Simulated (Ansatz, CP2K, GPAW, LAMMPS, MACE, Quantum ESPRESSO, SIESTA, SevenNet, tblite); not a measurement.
**Other levels on glassy 52SiO2-24B2O3-12Na2O-12CaO (mol %) (84 atoms)**

Density of this cell: 2.65 g/cm³. The cell holds 84 atoms: 13 Si, 12 B, 6 Na, 3 Ca and 50 O. Its edges and angles: a = 9.907 Å, b = 9.907 Å, c = 9.907 Å, α = 90.0°, β = 90.0°, γ = 90.0°. 84 atoms (13 Si, 12 B, 6 Na, 3 Ca, 50 O) placed at random at 2.3 g/cm³, melted at 3000 K for 20 ps at fixed volume with the Buckingham and Coulomb pair potential of Guillot and Sator (Geochim. Cosmochim. Acta 71, 1249 (2007)) with the boron terms of Wang et al. (J. Non-Cryst. Solids 498, 294 (2018)). Quenched from 3000 K to 300 K at 50 K/ps and fixed volume, held 10 ps at zero pressure.

Geometry: as built.

The reference, a calculation:

* method: Kohn-Sham DFT, PBE, PAW, plane waves (Ansatz 0.2.0); cutoff 420 eV, Γ point, fermi-dirac smearing of 0.05 eV; PAW set soft_2
* r.m.s. force component: 1.154 eV/Å
* longest force: 5.225 eV/Å
* pressure: 1.028 GPa
* gap (highest filled to lowest empty level): 3.286 eV
* SCF cycles: 9
* time: 10 s on 4 threads of Arm Neoverse V2, shared host
* CPU time: 39 s

**Question.** The same geometry is run in other programs. How far does each lie from the reference, and what does it cost?
- CP2K PBE, DZVP-MOLOPT-SR, 1200/50 Ry, SIGN filter 1e-07, SCF 1e-07 (CP2K 2026.2; 2 threads)
- GPAW PBE, LCAO dzp, h 0.18 Å (GPAW 26.7.0; 1 thread)
- GPAW PBE, LCAO dzp, h 0.18 Å, other mixer settings (GPAW 26.7.0; 2 MPI ranks)
- MACE MP-0b2 small potential (MACE MP-0b2 small; 1 thread)
- tblite GFN1-xTB (tblite 0.8.0; 1 thread)
- MACE MP-0b3 medium potential (MACE MP-0b3 medium; 1 thread)
- SIESTA PBE, DZP, shift 0.01 Ry, mesh 500 Ry (SIESTA 5.4.2; 2 MPI ranks)
- CP2K PBE, DZVP-MOLOPT-SR, 1200/50 Ry, OT DIIS (CP2K 2026.2; 2 threads)
- SevenNet 0 potential (SevenNet 0; 1 thread)
- GPAW PBE, LCAO sz(dzp), h 0.18 Å (GPAW 26.7.0; 1 thread)

Differences are against the plane-wave reference, forces as r.m.s. over components; share is that over the reference's r.m.s. force, slope the least-squares factor from reference forces to these. Total energies of different programs have different zeros and aren't compared.

```
                                                               run  Δ force, r.m.s. (meV/Å)  share (%)  slope  Δ pressure (GPa)  Δ gap (eV)  cores  CPU time  memory (GiB)
                                                         reference                        -          -      -                 -           -      4      39 s           1.3
CP2K PBE, DZVP-MOLOPT-SR, 1200/50 Ry, SIGN filter 1e-07, SCF 1e-07                      123       10.7  1.049             0.718           -      2   8.5 min           3.7
                                      GPAW PBE, LCAO dzp, h 0.18 Å                      294       25.5  1.074                 -     -0.0615      1     4 min           1.7
                GPAW PBE, LCAO dzp, h 0.18 Å, other mixer settings                      295       25.6  1.074                 -      -0.062      2   5.3 min           2.0
                                       MACE MP-0b2 small potential                      148       12.9  0.934            0.0995           -      1     5.2 s          0.67
                                                   tblite GFN1-xTB                     1092       94.6  0.882              4.27           -      1     3.9 s          0.12
                                      MACE MP-0b3 medium potential                      105       9.07  0.958            0.0559           -      1     7.3 s           1.1
                       SIESTA PBE, DZP, shift 0.01 Ry, mesh 500 Ry                      206       17.8  1.057              2.00      -0.195      2   5.5 min           2.3
                     CP2K PBE, DZVP-MOLOPT-SR, 1200/50 Ry, OT DIIS                      118       10.3  1.046             0.708     -0.0613      2    10 min           3.7
                                              SevenNet 0 potential                      113       9.81  0.964            -0.104           -      1     6.5 s           1.0
                         GPAW PBE, LCAO sz(dzp), h 0.18 Å (coarse)                     1057       91.6  1.105                 -      -0.397      1      78 s           1.3
```

Rows marked coarse were listed beforehand as settings not expected to be converged; some can still land near the reference.

Times of the machine-learned potentials are mostly Python's start and the loading of weights.

CPU time is summed over cores on a shared host, where runs went side by side, so it is rough. Symmetry, cutoffs, thresholds, outputs and thread counts weren't matched or tuned between programs; memory under MPI is the largest rank's times the ranks.

The PBE runs in local orbitals, coarse settings apart, differ by 10 % (CP2K PBE, DZVP-MOLOPT-SR, 1200/50 Ry, OT DIIS) to 26 % (GPAW PBE, LCAO dzp, h 0.18 Å, other mixer settings); basis, grid and potentials can all enter. Tight binding differs by 95 % (tblite GFN1-xTB); it is another model, with fitted parameters of its own, and the xTB methods hold dispersion. Machine-learned potentials differ by 9.1 % (MACE MP-0b3 medium potential) to 13 % (MACE MP-0b2 small potential); they were trained on other programs' data. Runs with settings chosen to be coarse differ by 92 % (GPAW PBE, LCAO sz(dzp), h 0.18 Å), their programs' other errors included. Periodic xTB results under one method name differ between programs and library versions. Machine-learned potentials mimic data converged in k, so the reference's own k-point error enters their differences. The network of bonds at the start is that of the classical potential that made the cell, and needn't be the one that DFT or experiment would give. The electronic-structure runs sample only Γ, in a cell whose shortest periodic width is 10 Å.

[Logs are printed without paths, hosts, clocks, repeated set-up lines and the standing remarks that a program may print on its own settings, such as how far it seeks lower states.]

[Hosts, paths, dates, database ids (printed as entryN), source tags and the programs' standing remarks are cut or masked in the printed files.]
